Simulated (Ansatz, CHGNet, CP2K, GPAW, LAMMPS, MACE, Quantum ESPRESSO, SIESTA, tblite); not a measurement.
## Running aqueous Li+ and I-, 1.5 mol of salt per kg of water at 360 K (110 atoms) with GPAW

Aim: run aqueous Li+ and I-, 1.5 mol of salt per kg of water at 360 K (110 atoms) in GPAW and see how near its forces come to a plane-wave reference, and at what cost.

Main program and level: GPAW 26.7.0; the method is named at each step.

## (1) Set-up

The cell holds 110 atoms: 36 O, 72 H, 1 Li and 1 I. Its edges and angles: a = 10.442 Å, b = 10.442 Å, c = 10.442 Å, α = 90.0°, β = 90.0°, γ = 90.0°. 36 H2O, 1 Li+, 1 I- placed at random, at 1.14 g/cm³; overlaps pushed apart, then 10 ps at 420 K with Joung-Cheatham ions (J. Phys. Chem. B 112, 9020 (2008)); SPC/E water (Berendsen, Grigera and Straatsma, J. Phys. Chem. 91, 6269 (1987)). Snapshot after 20 ps at 360 K and fixed volume.

The yardstick, on the same geometry:

```
method                                           : Kohn-Sham DFT, PBE, PAW, plane waves (Ansatz 0.2.0); cutoff 420 eV, Γ point, fermi-dirac smearing of 0.05 eV; PAW set soft_2
r.m.s. force component                           : 0.5483 eV/Å
longest force                                    : 1.693 eV/Å
pressure                                         : -1.82 GPa
gap (highest filled to lowest empty level) : 3.643 eV
SCF cycles                                       : 9
time                                             : 5.3 s on 8 threads of Arm Neoverse V2, shared host
CPU time                                         : 37 s
```

## (2) PBE, LCAO dzp, h 0.18 Å

Method: Kohn-Sham DFT, PBE, PAW, atomic orbitals (dzp).

The input, run.py:

```python
import numpy as np
from ase.io import read
from gpaw import GPAW, FermiDirac
from ase.parallel import parprint as print

atoms = read("structure.xyz")
atoms.calc = GPAW(
    mode="lcao",
    basis="dzp",
    h=0.18,
    xc="PBE",
    kpts={"size": (1, 1, 1), "gamma": True},
    occupations=FermiDirac(0.05),
    maxiter=200,
    symmetry={"point_group": False},
    txt="gpaw.txt",
)
energy = atoms.get_potential_energy(force_consistent=True)
forces = atoms.get_forces()
print(f"energy {energy:.6f} eV")
print("forces (eV/A)")
for i, (a, f) in enumerate(zip(atoms, forces)):
    print(f"{i:4d} {a.symbol:2s} {f[0]:10.5f} {f[1]:10.5f} {f[2]:10.5f}")
print(f"Fermi level {atoms.calc.get_fermi_level():.4f} eV")
for k in range(len(atoms.calc.get_ibz_k_points())):
    for s in range(atoms.calc.get_number_of_spins()):
        e = atoms.calc.get_eigenvalues(kpt=k, spin=s)
        n = np.searchsorted(e, atoms.calc.get_fermi_level())
        print(f"k {k} spin {s} levels about the Fermi level:", np.round(e[max(n - 6, 0):n], 4).tolist(), "|", np.round(e[n:n + 6], 4).tolist())
```

The input, structure.xyz:

```xyz
110
Lattice="10.44226 0.00000 0.00000 0.00000 10.44226 0.00000 0.00000 0.00000 10.44226" Properties=species:S:1:pos:R:3 pbc="T T T"
O 4.42867 0.32841 0.52002
H 4.01787 0.34574 1.43153
H 4.75133 1.24461 0.28236
O 1.91448 0.55156 5.84631
H 2.65171 0.25270 6.45227
H 1.67546 1.49993 6.05463
O 5.08538 1.64977 5.28076
H 5.48866 0.73461 5.27616
H 4.40120 1.70888 6.00764
O 7.56584 7.55832 6.06142
H 7.50861 6.91831 6.82767
H 7.32274 7.08622 5.21403
O 7.38299 6.64389 8.93200
H 7.32900 7.58338 9.27001
H 8.34128 6.36289 8.87978
O 1.44563 0.59657 9.54287
H 2.08407 10.27644 9.64844
H 0.60262 0.26878 9.11630
O 7.42413 3.98195 9.89049
H 7.82919 3.32001 9.25978
H 7.51561 4.90275 9.51133
O 4.90985 5.89142 7.04142
H 5.51717 5.12339 6.83811
H 5.38674 6.54761 7.62619
O 0.73420 1.62659 1.63881
H 1.43320 1.33703 2.29270
H 0.92205 1.21631 0.74641
O 9.87639 1.14468 4.30211
H 9.27241 1.32502 5.07849
H 0.25009 0.66173 4.61976
O 9.08665 9.99711 0.97510
H 9.56553 9.20141 1.34590
H 8.91414 9.85770 0.00000
O 6.74841 3.92055 6.03051
H 7.56479 3.62158 6.52474
H 6.21555 3.12119 5.75275
O 2.13805 6.52526 0.87026
H 1.52854 5.74397 0.73597
H 2.96571 6.22474 1.34413
O 8.65016 9.17321 8.92134
H 8.91685 8.36843 8.39098
H 8.86757 10.00066 8.40362
O 10.15468 6.53456 8.40905
H 0.34240 5.76517 8.51462
H 0.17982 7.28661 7.94426
O 0.42260 4.37562 0.83277
H 9.96808 4.42574 0.39305
H 0.61766 3.42788 1.08516
O 1.23041 8.42325 7.22949
H 1.88692 8.66718 7.94322
H 0.93897 9.24986 6.74810
O 5.15597 2.72198 0.23359
H 5.38037 2.55418 1.19355
H 5.75191 3.43926 10.31476
O 8.51681 4.75196 3.57929
H 8.17733 4.48819 4.48224
[... 50 atom lines left out ...]
H 1.73655 7.87900 5.20338
H 1.03117 6.65673 4.38189
Li 9.18679 1.08725 2.33374
I 9.14063 1.86937 7.67172
```

The run is started by

```
OMP_NUM_THREADS=1 mpirun -np 2 gpaw python run.py > output.txt
```

Log:

```text
energy -506.881585 eV
forces (eV/A)
   0 O    -0.04340   -0.87764   -0.14901
   1 H    -0.09492    0.29113    0.10385
   2 H    -0.16667   -0.09414    0.02758
   3 O    -0.65133   -0.82428   -0.73830
   4 H     0.33766    0.34093    0.23454
   5 H     0.29555    0.20661    0.12960
   6 O    -0.04489    1.44452   -0.13332
   7 H    -0.28923   -0.34936    0.25910
   8 H     0.66258   -0.78515   -0.10647
   9 O    -0.08507    0.23529   -0.42546
  10 H    -0.20036    0.11910   -0.38568
  11 H     0.18386   -0.16608    0.74276
  12 O    -0.58940   -0.38187   -0.26835
  13 H     0.23708   -0.35688   -0.06178
  14 H     0.64522    0.93534   -0.10435
  15 O    -0.26721    0.29404    0.08501
  16 H    -0.07669   -0.32584   -0.02010
  17 H     0.50537    0.02964    0.18552
  18 O    -0.32560    0.15389   -0.01912
  19 H     0.09330    0.26072   -0.21237
  20 H    -0.37477   -0.22694    0.10582
  21 O    -0.47001    0.49610    0.15809
  22 H     0.51240    0.09106    0.10184
  23 H     0.18500   -0.70300   -0.42791
[...]
102 O     0.08638    0.71764    0.24733
 103 H    -0.40514   -0.44420    0.12473
 104 H     0.62031   -0.59675    0.28952
 105 O     0.04055    0.06076   -0.18720
 106 H    -0.40798   -0.41747   -0.08201
 107 H     0.20278   -0.06405    0.38392
 108 Li   -0.21785   -0.00934   -0.07603
 109 I    -0.39181   -0.00952    0.14613
Fermi level -0.2740 eV
k 0 spin 0 levels about the Fermi level: [-2.7015, -2.5871, -2.4844, -2.3527, -2.2707, -1.9483] | [1.8976, 3.4413, 3.6393, 3.7519, 3.9131, 3.9161]
```

gpaw.txt:

```text
Input parameters:
  mode=LCAO(),
  basis={'default': 'dzp'},
  h=0.18,
  kpts=MonkhorstPack(size=(1, 1, 1), gamma=True),
  maxiter=200,
  occupations=Occupations(name='fermi-dirac', width=0.05, fixmagmom=False),
  symmetry=Symmetry(point_group=False),
  xc=XC(name='PBE')
Unit cell  # Å
| periodic |         x |         y |         z |   lengths |    angles |
|----------|-----------|-----------|-----------|-----------|-----------|
|      yes | 10.442260 |  0.000000 |  0.000000 | 10.442260 | 90.000000 |
|      yes |  0.000000 | 10.442260 |  0.000000 | 10.442260 | 90.000000 |
|      yes |  0.000000 |  0.000000 | 10.442260 | 10.442260 | 90.000000 |
Number of symmetries: 1
Symmetry operations  # r_c * U_cc + t_c -> r_c
|   | kind |            matrix            |
|---|------|------------------------------|
| 0 |  E   |  1, 0, 0,  0, 1, 0,  0, 0, 1 |
BZ-sampling:
  Number of BZ points: 1
  Number of IBZ points: 1
  Monkhorst-Pack size: [1, 1, 1]
  Monkhorst-Pack shift: [0, 0, 0]
[... lines left out ...]
        l=0, rc=3.3125 Bohr: 5s-dz split-valence wave
        l=1, rc=4.3750 Bohr: 5p-dz split-valence wave
        l=2, rc=7.5156 Bohr: d-type Gaussian polarization
      Number of RI-basis functions 0
Reference energy: -268113.558009  # eV
eigensolver:
density mixing:
  MSR1-Mixer
occupation numbers:
  Fermi-Dirac:
    width: 0.0500  # eV
FastPoissonSolver using
    Stencil: 6*3+1=19 point O(h^6) finite-difference Laplacian
xc functional:
  name: PBE with 2 nearest neighbor stencil
interpolation: tri-quintic # 5. degree polynomial
Initialization done in: 3.748 s
convergence criteria:
- Maximum [total energy] change in last 3 cyles: 0.0005 eV / valence electron
- Maximum integral of absolute [dens]ity change: 0.0001 electrons / valence electron
- Maximum integral of absolute [eigenst]ate change: 4e-08 eV^2 / valence electron
maximum number of iterations: 200
SCF iterations
|iter     |      energy | eigst |  dens |
|---------|-------------|-------|-------|
|iter:   1| -532.445901 |      c|       |
|iter:   2| -526.267555 |      c| -0.83 |
|iter:   3| -506.991283 |      c| -0.87 |
|iter:   4| -506.907120 |      c| -1.42 |
|iter:   5| -506.882770c|      c| -1.78 |
|iter:   6| -506.881739c|      c| -2.86 |
|iter:   7| -506.881583c|      c| -3.16 |
|iter:   8| -506.881586c|      c| -3.71 |
|iter:   9| -506.881585c|      c| -4.43c|
Converged in 9 steps
SCF loop duration: 19.127 s (2.125 s/step)
Energy contributions relative to reference atoms: (reference = -268113.558009)
Energy contributions:
  Kinetic:         435.761702
  Coulomb:        -484.370991
  Zero:              6.270904
  External:          0.000000
  Xc:             -464.543200
  Entropy:          -0.000000
  Spinorbit:         0.000000
  ----------------------------
  Free energy:    -506.881585
  Extrapolated:   -506.881585
dipole moment: (-23.483816, -33.857411, -17.211069)  # |e|*Ang
Fermi level: -0.274
Eigenvalues  # (at kpt = [0.000, 0.000, 0.000])
| band index |      eig [eV] | occ [0-2] |
|------------|---------------|-----------|
|          0 |       -22.072 |     2.000 |
|        ... |               |           |
|        140 |        -2.761 |     2.000 |
|        141 |        -2.731 |     2.000 |
[...]
|        155 |         4.472 |     0.000 |
|        ... |               |           |
|        181 |         7.705 |     0.000 |
Gap: 3.846 eV
Transition (v -> c):
  (s=0, k=0, n=147, [0.00, 0.00, 0.00]) -> (s=0, k=0, n=148, [0.00, 0.00, 0.00])
No difference between direct/indirect transitions
Force computation time: 3.888  # s
```

It took 29 s on 2 MPI ranks of Arm Neoverse V2, shared host; peak memory 1.2 GiB; 57 s of CPU time.

Banners, paths, timers and routine set-up lines are dropped from the logs unmarked, and long logs keep their key lines alone; longer cuts are marked.

Compared with the plane-wave run:

* r.m.s. force component: 0.4309 eV/Å
* r.m.s. difference of force components: 423.2 meV/Å
* longest difference of force vectors: 913.8 meV/Å
* force difference over r.m.s. force: 77.19 %
* slope of forces against the reference's: 0.511
* correlation of force components: 0.6502
* gap (highest filled to lowest empty level): 3.846 eV
* gap difference: 0.2024 eV

This run lies far from the reference in forces at the same functional. Basis and potentials both differ; the latter hold 296 valence electrons against the reference's 308.

Length of the force difference by element (eV/Å):

```csv
element,atoms,mean,most
H,72,0.68,0.74
I,1,0.020,0.020
Li,1,0.058,0.058
O,36,0.84,0.91
```

Levels nearest the highest filled one (eV from it): -0.75, -0.64, -0.54, -0.40, -0.32, 0.00, 3.85, 5.39, 5.59, 5.70, 5.86, 5.86.

A closer look about H87, picked at random: 11 atoms, nearest first, numbered in the order of the input, with positions taken from that point.

```csv
atom,x,y,z,distance (Å),bonds,Fx,Fy,Fz (eV/Å)
H87,0.00,0.00,0.00,0.00,1,0.08,0.46,0.17
O85,-0.84,-0.36,0.40,1.00,2,-0.94,-0.36,-0.49
H86,-1.25,0.33,0.99,1.63,1,0.80,-0.08,0.33
O88,1.48,0.98,-0.24,1.80,2,-0.05,-0.03,-0.01
H89,2.21,0.62,0.33,2.32,1,-0.10,0.31,-0.52
H63,-1.17,-2.04,0.67,2.44,1,0.48,0.62,0.25
H90,1.84,1.74,-0.79,2.65,1,0.16,-0.39,0.70
H39,-3.06,0.05,-0.69,3.14,1,-0.39,-0.07,-0.19
O55,2.49,-1.42,1.54,3.26,2,-0.72,0.24,-0.30
O61,-0.96,-3.00,0.87,3.26,2,-0.39,-0.78,-0.03
O73,-1.76,0.96,2.64,3.32,2,-0.03,0.46,-0.77
```

Atoms are counted from 1 here, from 0 in the log.

Forces lie 77 % from the reference's, at 1.5 times its CPU time (on 2 against 8 cores).

## (3) What came out

- force difference from the reference: GPAW PBE, LCAO dzp, h 0.18 Å, 77 %
- its CPU time: 57 s

What this shows: The PBE run in local orbitals differs by 77 % (GPAW PBE, LCAO dzp, h 0.18 Å); basis, grid and potentials can all enter, and differences of this size make the forces unusable. In GPAW PBE, LCAO dzp, h 0.18 Å the difference has nearly one length on every H (0.68 eV/Å) and points along its bond, outwards: this method prefers longer bonds, and stiff bonds to hydrogen turn a small shift into a large force. At the same functional, the gap of GPAW PBE, LCAO dzp, h 0.18 Å lies 0.20 eV above the reference's 3.64 eV. With short bonds to hydrogen, sets of potentials differ among themselves by several per cent in forces even at converged cutoffs, so the reference isn't exact here either. The potentials hold different valence shells: 308 electrons in the reference, 296 in GPAW; this bears on time and differences. The network of contacts between molecules at the start is that of the classical potential that made the cell, and needn't be the one that DFT or experiment would give. The reference's PBE has no dispersion term, which matters for the binding between molecules or layers. The density was typed from a rule of thumb and may lie off the real one at this temperature. The electronic-structure runs sample only Γ, in a cell whose shortest periodic width is 10 Å. Spin–orbit coupling is left out, which matters for the levels of the heavy elements.

[Also dropped from logs without a mark: logging warnings of Python, and SIESTA's first energy breakdown and zero terms.]

[Logs are printed without paths, hosts, clocks, repeated set-up lines and the standing remarks that a program may print on its own settings, such as how far it seeks lower states.]

[Hosts, paths, dates, database ids (printed as entryN), source tags and the programs' standing remarks are cut or masked in the printed files.]
